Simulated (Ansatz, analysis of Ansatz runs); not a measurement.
# NV- centre in diamond: hyperfine coupling, PBE

Aim: the hyperfine coupling of the NV- centre in diamond, to be set beside the measurement. Set-up: PBE, 64-site cell, PBE lattice, 420 eV, k: the single point 1/4 1/4 1/4 then 2x2x2 shifted 0.5 0.5 0.5. The model is a cell of 64 host atoms with 1 site emptied and N put on another atom's site. The isotropic coupling follows from the spin density at the nucleus, the nuclear g-factor and the total spin. A local or semilocal functional is the cheapest first rung.

Measured beforehand: 14N, isotropic: -2.51 MHz at 300 K, by EPR (room temperature) (“Hyperfine interaction in the ground state of the negatively charged nitrogen vacancy center in diamond”, 2009, S. Felton et al.). The runs below try to reproduce this.

Method: plane-wave PAW DFT, PBE; relaxation of all atoms of a defect supercell, in Ansatz 0.2.0.

**1. Starting point**

The cell holds 63 atoms: 62 C and 1 N. Cell: a = 7.143 Å, b = 7.143 Å, c = 7.143 Å, α = 90.0°, β = 90.0°, γ = 90.0°. It derives from C (space group Fd-3m). Nearest the centre at fractional (0.375, 0.375, 0.375): C26 at 1.55 Å, C48 at 1.55 Å, C41 at 1.55 Å, N4 at 1.55 Å, C52 at 2.53 Å, C45 at 2.53 Å, C30 at 2.53 Å, C14 at 2.53 Å. The cell carries charge −1.

The host's primitive cell comes from a first run (plane-wave PAW DFT, PBE; relaxation of the host's cell and atoms): vectors of 2.525, 2.525 and 2.525 Å. That is 5.69 Å³ an atom, 0.4 % over the diffraction cell's volume. The supercell is built on it.

**2. Relaxation, charge −1**

Every later number rests on the structure around the defect, so the atoms are relaxed at the host's lattice first.

File relax/input.yaml:

```yaml
relax:
  f_tol: 0.02
  max_steps: 80
  random_displacement: { amplitude: 0.02, seed: 676 }
crystal:
  lattice:
    - [7.14316351, 0.0, 0.0]
    - [0.0, 7.14316351, 0.0]
    - [0.0, 0.0, 7.14316351]
  atoms:
    - { symbol: C, position: [0.0, 0.0, 0.25] }
    - { symbol: C, position: [0.0, 0.25, 0.0] }
    - { symbol: C, position: [0.25, 0.0, 0.0] }
    - { symbol: "N", position: [0.25, 0.25, 0.25] }
    - { symbol: C, position: [0.125, 0.125, 0.375] }
    - { symbol: C, position: [0.125, 0.375, 0.125] }
    - { symbol: C, position: [0.375, 0.125, 0.125] }
    - { symbol: C, position: [0.0, 0.0, 0.75] }
    - { symbol: C, position: [0.0, 0.25, 0.5] }
    - { symbol: C, position: [0.25, 0.0, 0.5] }
    - { symbol: C, position: [0.25, 0.25, 0.75] }
    - { symbol: C, position: [0.125, 0.125, 0.875] }
    - { symbol: C, position: [0.125, 0.375, 0.625] }
    - { symbol: C, position: [0.375, 0.125, 0.625] }
    - { symbol: C, position: [0.375, 0.375, 0.875] }
    - { symbol: C, position: [0.0, 0.5, 0.25] }
    - { symbol: C, position: [0.0, 0.75, 0.0] }
    - { symbol: C, position: [0.25, 0.5, 0.0] }
    - { symbol: C, position: [0.25, 0.75, 0.25] }
    - { symbol: C, position: [0.125, 0.625, 0.375] }
    - { symbol: C, position: [0.125, 0.875, 0.125] }
    - { symbol: C, position: [0.375, 0.625, 0.125] }
    - { symbol: C, position: [0.375, 0.875, 0.375] }
    - { symbol: C, position: [0.0, 0.5, 0.75] }
    - { symbol: C, position: [0.0, 0.75, 0.5] }
    - { symbol: C, position: [0.25, 0.5, 0.5] }
    - { symbol: C, position: [0.25, 0.75, 0.75] }
    - { symbol: C, position: [0.125, 0.625, 0.875] }
    - { symbol: C, position: [0.125, 0.875, 0.625] }
    - { symbol: C, position: [0.375, 0.625, 0.625] }
    - { symbol: C, position: [0.375, 0.875, 0.875] }
    - { symbol: C, position: [0.5, 0.0, 0.25] }
    - { symbol: C, position: [0.5, 0.25, 0.0] }
    - { symbol: C, position: [0.75, 0.0, 0.0] }
    - { symbol: C, position: [0.75, 0.25, 0.25] }
    - { symbol: C, position: [0.625, 0.125, 0.375] }
    - { symbol: C, position: [0.625, 0.375, 0.125] }
    - { symbol: C, position: [0.875, 0.125, 0.125] }
    - { symbol: C, position: [0.875, 0.375, 0.375] }
    - { symbol: C, position: [0.5, 0.0, 0.75] }
    - { symbol: C, position: [0.5, 0.25, 0.5] }
    - { symbol: C, position: [0.75, 0.0, 0.5] }
    - { symbol: C, position: [0.75, 0.25, 0.75] }
    - { symbol: C, position: [0.625, 0.125, 0.875] }
    - { symbol: C, position: [0.625, 0.375, 0.625] }
    - { symbol: C, position: [0.875, 0.125, 0.625] }
    - { symbol: C, position: [0.875, 0.375, 0.875] }
    - { symbol: C, position: [0.5, 0.5, 0.25] }
    - { symbol: C, position: [0.5, 0.75, 0.0] }
    - { symbol: C, position: [0.75, 0.5, 0.0] }
    - { symbol: C, position: [0.75, 0.75, 0.25] }
    - { symbol: C, position: [0.625, 0.625, 0.375] }
    - { symbol: C, position: [0.625, 0.875, 0.125] }
    - { symbol: C, position: [0.875, 0.625, 0.125] }
    - { symbol: C, position: [0.875, 0.875, 0.375] }
    - { symbol: C, position: [0.5, 0.5, 0.75] }
    - { symbol: C, position: [0.5, 0.75, 0.5] }
    - { symbol: C, position: [0.75, 0.5, 0.5] }
    - { symbol: C, position: [0.75, 0.75, 0.75] }
    - { symbol: C, position: [0.625, 0.625, 0.875] }
    - { symbol: C, position: [0.625, 0.875, 0.625] }
    - { symbol: C, position: [0.875, 0.625, 0.625] }
    - { symbol: C, position: [0.875, 0.875, 0.875] }
total_charge: -1
basis:
  ecutwfc: 420
  xc_grid: 2
hamiltonian:
  xc: pbe
kpoints:
  mp_grid: { grid: [1, 1, 1], shift: [0.25, 0.25, 0.25] }
magnetization:
  spin_polarized: true
  initial_magnetization: 2
  spin_locking: { lock_magnetization: hard }
scf:
  occupations: { method: fermi_dirac, width: 0.01 }
  max_iter: 120
output:
  forces: true
checkpoint:
  write: "../relax.run"
  compress: false
  write_wavefunctions: true
  write_every: 100000
```

Command:

```sh
$ ansatz run input.yaml --threads 2 --pin off --max-ram 3768MiB --backend cpu --events-out ev --progress --plain --runs-dir out
```

Numbers of over 12 decimals in the logs are rounded to 6 here.

What it wrote:

```text
[... repeated set-up lines and file paths are left out, and long positions are rounded to six places ...]
Engine: ansatz 0.2.0, x86_64-unknown-linux-gnu
Pseudopotentials: kind: paw
Pseudopotential: C, paw, valence charge 4, recommended cutoff 420 eV (normal), C.paw.azcp
Pseudopotential: N, paw, valence charge 5, recommended cutoff 420 eV (normal), N.paw.azcp
Functional definition: PBE
  parameter kappa = 0.804
  parameter beta = 0.066725
  exchange = pbe_x(kappa = kappa, mu = beta*pi^2/3)
  correlation = pbe_c(beta = beta)
Crystal: 63 atoms, lattice volume = 364.478 Å³
Basis set: ecut = 420 eV, 7123 PW (Γ), exchange–correlation on 96×96×96 points (8 copies of the dense FFT grid, shifted against one another)
Bands: 191, of which v1, the nominal top of the filled ones, is band 127 counted from 1 (126 counted from 0)
Symmetry: 1 space group operations
k-points: 1
Non-local potential: C, projectors of the file, l = 0: 2, l = 1: 2, l = 2: 1
Non-local potential: N, projectors of the file, l = 0: 2, l = 1: 2, l = 2: 1
PAW form: soft (Blöchl's): semilocal exchange-correlation on the pseudo side does not see the compensation charge
PAW one-centre angular grid: C, 110 points (default); XC on 64 Gauss nodes
PAW one-centre angular grid: N, 110 points (default); XC on 64 Gauss nodes
Initial density: superposition of atomic densities (chi_scale 0.1, normalization cell, long waves kept (reshape's long-wave potential 0.21 eV rms))
Starting moments: Σ|m| = 2 μB on 63 of 63 sites
Initial wavefunctions: pseudopotential atomic-orbital guess
Functional: x = pbe(κ = 0.804, μ = 0.219515), c = pbe(β = 0.066725)
SCF iter   1: F=—  HF=-15927.683257 eV  |F-HF|=—  |Δ(HF+E_count)|=         —  Δρ=7.07e-2 (↑7.07e-2 ↓6.92e-2)  dr2=5.03e1  dr2_m=6.66e-1  M=2.000 μB ∫|m|=2.002 μB  β_m=0.30  ethr=3.10e-3  ⟨swp⟩=6.0  Hψ=1526  notcnv=0  defer=73
preconditioner: auto → Resta (q_TF=auto, 2.569 Å⁻¹)  ε∞=4.4  [insulator: Δε(μ)=0.995 eV  Ē_g=16.863 eV  σ=0.010 eV  W_gap=1.00  n_scr=92 (ndim 8)  ℏωp=31.0 eV  f_vac=0.000  D(μ)=0.00/eV (n_scr^D=0)  ε∞_Penn≈4.4]
spin=Collinear: Resta preconditioning applied to the charge; magnetization (m = ρ↑ − ρ↓) channel mixes plain (no charge-response kernel on spin).
SCF iter   2: F=—  HF=-15920.567498 eV  |F-HF|=—  |Δ(HF+E_count)|=    7.12e0  Δρ=5.14e-2 (↑5.14e-2 ↓5.06e-2)  dr2=2.69e1  dr2_m=3.62e-1  M=2.000 μB ∫|m|=2.011 μB  β_m=0.65  ethr=3.10e-3  ⟨swp⟩=3.0  Hψ=711  notcnv=0  defer=111
SCF iter   3: F=—  HF=-15912.469740 eV  |F-HF|=—  |Δ(HF+E_count)|=    8.10e0  Δρ=4.23e-3 (↑4.23e-3 ↓4.18e-3)  dr2=1.35e-1  dr2_m=6.81e-4  M=2.000 μB ∫|m|=2.134 μB  β_m=0.74  ethr=3.10e-3  ⟨swp⟩=3.5  Hψ=560  notcnv=0  defer=111
SCF iter   4: F=—  HF=-15912.593193 eV  |F-HF|=—  |Δ(HF+E_count)|=   1.23e-1  Δρ=1.82e-3 (↑1.82e-3 ↓1.82e-3)  dr2=2.82e-2  dr2_m=1.18e-4  M=2.000 μB ∫|m|=2.158 μB  β_m=0.78  ethr=5.31e-5  ⟨swp⟩=2.0  Hψ=703  notcnv=0  defer=111
SCF iter   5: F=—  HF=-15912.610363 eV  |F-HF|=—  |Δ(HF+E_count)|=   1.72e-2  Δρ=4.58e-4 (↑4.50e-4 ↓4.58e-4)  dr2=1.89e-3  dr2_m=1.28e-5  M=2.000 μB ∫|m|=2.167 μB  β_m=0.76  ethr=1.11e-5  ⟨swp⟩=3.0  Hψ=560  notcnv=0  defer=111
SCF iter   6: F=—  HF=-15912.612009 eV  |F-HF|=—  |Δ(HF+E_count)|=   1.65e-3  Δρ=9.35e-5 (↑9.35e-5 ↓8.58e-5)  dr2=6.92e-5  dr2_m=1.87e-6  M=2.000 μB ∫|m|=2.170 μB  β_m=0.81  ethr=7.43e-7  ⟨swp⟩=2.0  Hψ=542  notcnv=0  defer=111
SCF iter   7: F=—  HF=-15912.612096 eV  |F-HF|=—  |Δ(HF+E_count)|=   8.78e-5  Δρ=3.05e-5 (↑2.60e-5 ↓3.05e-5)  dr2=5.73e-6  dr2_m=2.46e-7  M=2.000 μB ∫|m|=2.171 μB  β_m=0.83  ethr=3.94e-9  ⟨swp⟩=4.0  Hψ=997  notcnv=0
SCF iter   8: F=-15912.612103 eV  HF=-15912.612103 eV  |F-HF|=3.05e-8  |Δ(HF+E_count)|=   6.37e-6  Δρ=6.40e-6 (↑6.40e-6 ↓4.93e-6)  dr2=3.11e-7  dr2_m=2.31e-8  M=2.000 μB ∫|m|=2.172 μB  ethr=2.25e-9  ⟨swp⟩=3.0  Hψ=898  notcnv=0
SCF 1 converged in 8 iterations: F = -15912.612103 eV  dr2 = 3.11e-7
  greatest PAW one-centre occupation: 0.789 electrons in one spin orbital (limit 2), on the N atom at site 3 (counted from 0), in its partial waves of l = 0
relax step   1: F+E_penalty+E_count = -15912.61210273 eV  Δ(F+E_penalty+E_count) = +0.000e0 eV  max|allowed force component| = 1.803e0 eV/Å  Δτ_max = 0.0000 Å  (8 SCF iters, dr2 threshold 1.00e-5 eV, accepted)
[... the SCF cycles and remarks between the steps are left out from here to the last step ...]
relax step   2: F+E_penalty+E_count = -15913.53713471 eV  Δ(F+E_penalty+E_count) = -9.250e-1 eV  max|allowed force component| = 9.886e-1 eV/Å  Δτ_max = 0.0874 Å  (6 SCF iters, dr2 threshold 1.00e-4 eV, accepted)
relax step   3: F+E_penalty+E_count = -15913.78187573 eV  Δ(F+E_penalty+E_count) = -2.447e-1 eV  max|allowed force component| = 5.340e-1 eV/Å  Δτ_max = 0.0441 Å  (5 SCF iters, dr2 threshold 6.11e-5 eV, accepted)
relax step   4: F+E_penalty+E_count = -15913.80451402 eV  Δ(F+E_penalty+E_count) = -2.264e-2 eV  max|allowed force component| = 5.268e-2 eV/Å  Δτ_max = 0.0197 Å  (4 SCF iters, dr2 threshold 8.32e-5 eV, accepted)
relax step   5: F+E_penalty+E_count = -15913.80451518 eV  Δ(F+E_penalty+E_count) = -1.159e-6 eV  max|allowed force component| = 5.220e-2 eV/Å  Δτ_max = 0.0000 Å  (4 SCF iters, accepted)
SCF iter   1: F=—  HF=-15913.804316 eV  |F-HF|=—  |Δ(HF+E_count)|=         —  Δρ=1.99e-4 (↑1.96e-4 ↓1.99e-4)  dr2=2.32e-4  dr2_m=1.06e-6  M=2.000 μB ∫|m|=2.219 μB  β_m=0.30  ethr=6.75e-7  ⟨swp⟩=5.0  Hψ=898  notcnv=0  defer=114
SCF iter   2: F=—  HF=-15913.804286 eV  |F-HF|=—  |Δ(HF+E_count)|=   3.06e-5  Δρ=1.32e-4 (↑1.30e-4 ↓1.32e-4)  dr2=8.03e-5  dr2_m=5.77e-7  M=2.000 μB ∫|m|=2.219 μB  β_m=0.50  ethr=9.14e-8  ⟨swp⟩=2.0  Hψ=448  notcnv=0  defer=114
SCF iter   3: F=—  HF=-15913.804856 eV  |F-HF|=—  |Δ(HF+E_count)|=   5.70e-4  Δρ=3.69e-5 (↑3.63e-5 ↓3.69e-5)  dr2=5.31e-6  dr2_m=5.97e-8  M=2.000 μB ∫|m|=2.219 μB  β_m=0.61  ethr=3.16e-8  ⟨swp⟩=2.0  Hψ=518  notcnv=0  defer=114
SCF iter   4: F=—  HF=-15913.804856 eV  |F-HF|=—  |Δ(HF+E_count)|=   1.12e-7  Δρ=4.41e-6 (↑4.33e-6 ↓4.41e-6)  dr2=1.80e-7  dr2_m=1.41e-9  M=2.000 μB ∫|m|=2.219 μB  β_m=0.75  ethr=2.09e-9  ⟨swp⟩=2.5  Hψ=523  notcnv=0  defer=114
SCF iter   5: F=-15913.804856 eV  HF=-15913.804856 eV  |F-HF|=8.77e-10  |Δ(HF+E_count)|=   4.79e-9  Δρ=9.67e-7 (↑9.67e-7 ↓9.36e-7)  dr2=9.11e-9  dr2_m=6.50e-11  M=2.000 μB ∫|m|=2.219 μB  ethr=3.94e-11  ⟨swp⟩=4.0  Hψ=906  notcnv=0
SCF 6 converged in 5 iterations: F = -15913.804856 eV  dr2 = 9.11e-9
relax step   6: F+E_penalty+E_count = -15913.80485556 eV  Δ(F+E_penalty+E_count) = -3.404e-4 eV  max|allowed force component| = 2.520e-3 eV/Å  Δτ_max = 0.0046 Å  (5 SCF iters, accepted)
NSCF: frozen V_eff on 1 k-points
the band table was solved once a step of the walk had ended and its energy, with any forces and stress, was formed, with the checks that follow a solve (1804 applications of the Hamiltonian). They found nothing against the state; [...]
SCF converged after 5 iterations
Magnetization: 2.0000 μB (128.0000 up, 126.0000 down)
Absolute magnetization: 2.2199 μB (∫|ρ↑−ρ↓|, with the PAW one-centre terms)
Spin contamination: 0.0078 ħ² per cell (⟨S²⟩ above its minimum at these occupations)
Per-site moments (μB) at R_I (Å): [(0.0016436, 0.632752), (0.00164382, 0.632751), (0.00164375, 0.632751), [... 60 left out ...]
Free energy (F): -15913.804856 eV
Harris-Foulkes:  -15913.804856 eV  (|F-HF|=8.77e-10)
Internal energy: -15913.804856 eV  (E = F + TS)
E sigma→0 (E₀):  -15913.804856 eV
Fermi energy:    15.245016 (↑ 16.237235, ↓ 14.646348) eV
--- Per-component energies (eV) ---
  E_band       = 1021.354657
  E_kinetic    = 5863.229793
  E_local      = -4183.041868  (includes V_loc(G=0)·N_el)
  E_nonlocal   = 1702.134610
  E_hartree    = 953.096860
  E_xc         = -3087.176554
  E_vxc        = -3834.647316  (∫ρ·V_xc dr)
  E_paw        = -6279.342041  (= ΣΔE_a)
  E_vpaw       = -432.515152  (= ΣTr[D̂ρ^β])
  E_aug_tail   = 0.000658  (compensation charges beyond the density's cutoff)
  E_ewald      = -10882.706314
  E_smearing   = -0.000000  (= −TS)
  E_closure    = -0.000000  (closes the sum)
  E_deformation_potential = -21.107691  (in the stress; not in F)
  Σ components = -15913.804856   (vs F -15913.804856, Δ=0.00e0)
--- Forces (eV/Å), atoms counted from 1 ---
  atom   1  C     -0.00013565     0.00013701    -0.00105065
  atom   2  C      0.00058734    -0.00056438     0.00040557
  [... 1 atom left out ...]
  atom   4  N     -0.00186815    -0.00073566    -0.00157542
  atom   5  C     -0.00037098     0.00004967     0.00159531
  atom   6  C     -0.00183723     0.00029260    -0.00116287
  atom   7  C      0.00133768    -0.00065801    -0.00045279
  [... 2 atoms left out ...]
  atom  10  C      0.00076307     0.00123052     0.00011365
  [... 7 atoms left out ...]
  atom  18  C      0.00059239    -0.00014091     0.00130905
  [... 7 atoms left out ...]
  atom  26  C      0.00252101    -0.00018408     0.00035027
  [... 5 atoms left out ...]
  atom  32  C     -0.00052594     0.00161597     0.00071165
  [... 8 atoms left out ...]
  atom  41  C      0.00030905     0.00177519     0.00044257
  [... 6 atoms left out ...]
  atom  48  C      0.00076031    -0.00010164     0.00234875
  [... 15 atoms left out ...]
  max |Σ_I F_I| component: 6.05e-5 eV/Å
--- Band table (eV) ---
  k-point 0 ↑: bands = ["-8.2557", "-7.2837", "-6.9864", "-6.9863", [... 183 left out ...] "22.7429", "23.1742", "23.1742", "23.3039"]
  k-point 0 ↓: bands = ["-8.2374", "-7.2639", "-6.9579", "-6.9579", [... 183 left out ...] "22.7979", "23.2626", "23.2626", "23.3956"]
--- Relaxed structure (6 steps of the walk, 6 accepted, 0 SCFs on fresh bases) ---
  F+E_penalty+E_count = -15913.80485556 eV   max|allowed force component| = 2.520e-3 eV/Å
  atoms:
    - { symbol: C, position: [-0.001610, -0.001435, 0.249709] }
    - { symbol: C, position: [-0.001610, 0.249434, -0.001157] }
    [... 1 atom left out ...]
    - { symbol: N, position: [0.239084, 0.239253, 0.239534] }
    - { symbol: C, position: [0.125445, 0.125619, 0.369280] }
    - { symbol: C, position: [0.125454, 0.369008, 0.125902] }
    - { symbol: C, position: [0.368830, 0.125621, 0.125898] }
    [... 2 atoms left out ...]
    - { symbol: C, position: [0.250845, 0.001903, 0.497935] }
    [... 7 atoms left out ...]
    - { symbol: C, position: [0.250848, 0.497661, 0.002179] }
    [... 7 atoms left out ...]
    - { symbol: C, position: [0.243753, 0.508777, 0.509052] }
    [... 5 atoms left out ...]
    - { symbol: C, position: [0.497487, 0.001901, 0.251297] }
    [... 8 atoms left out ...]
    - { symbol: C, position: [0.508599, 0.243934, 0.509049] }
    [... 6 atoms left out ...]
    - { symbol: C, position: [0.508596, 0.508779, 0.244207] }
    [... 15 atoms left out ...]
```

It took 57 s on 2 threads of AMD EPYC 7R32 (Zen 2), shared host; peak memory 1.1 GiB.

The steps of the relaxation:

| step | energy less that of the first step (eV) | largest force component (eV/Å) |
| --- | --- | --- |
| 1 | 0.0000 | 1.8030 |
| 2 | -0.9250 | 0.9886 |
| 3 | -1.1698 | 0.5340 |
| 4 | -1.1924 | 0.0527 |
| 5 | -1.1924 | 0.0522 |
| 6 | -1.1928 | 0.0025 |

The atoms that moved most (Å, from the sites as typed, ahead of the random displacement, the mean shift of all atoms taken out):

| atom | dx | dy | dz | length |
| --- | --- | --- | --- | --- |
| N4 | -0.076 | -0.076 | -0.076 | 0.131 |
| C26 | -0.042 | 0.064 | 0.064 | 0.099 |
| C48 | 0.064 | 0.064 | -0.042 | 0.099 |
| C41 | 0.064 | -0.042 | 0.064 | 0.099 |
| C5 | 0.005 | 0.005 | -0.042 | 0.043 |
| C7 | -0.042 | 0.005 | 0.005 | 0.043 |
| C6 | 0.005 | -0.042 | 0.005 | 0.043 |
| C37 | -0.013 | 0.010 | 0.019 | 0.025 |

The atoms nearest to the centre after the run:

| atom | distance (Å) |
| --- | --- |
| C48 | 1.642 |
| C41 | 1.644 |
| C26 | 1.646 |
| N4 | 1.679 |
| C37 | 2.500 |
| C22 | 2.501 |
| C36 | 2.502 |
| C20 | 2.504 |
| C14 | 2.504 |
| C13 | 2.505 |
| C7 | 2.518 |
| C6 | 2.519 |
| C52 | 2.520 |
| C5 | 2.520 |
| C45 | 2.521 |
| C30 | 2.522 |

Read from the output:

```yaml
free_energy: -15913.8049 eV
total_moment: 2 μB
integral_of_the_absolute_spin_density: 2.220 μB
spin_contamination: 0.007810
```

The relaxation ends 19 meV an atom lower than the displaced start, with a largest force component of 0.0025 eV/Å.

[end of part 1 of 2]

[Logs are printed without paths, hosts, clocks, repeated set-up lines and the standing remarks that a program may print on its own settings, such as how far it seeks lower states.]

[Hosts, paths, dates, database ids (printed as entryN), source tags and the programs' standing remarks are cut or masked in the printed files.]

[For some hosts the program warned that the k-mesh of the response run may be too coarse for force constants and the static dielectric constant; such warnings are not shown here.]
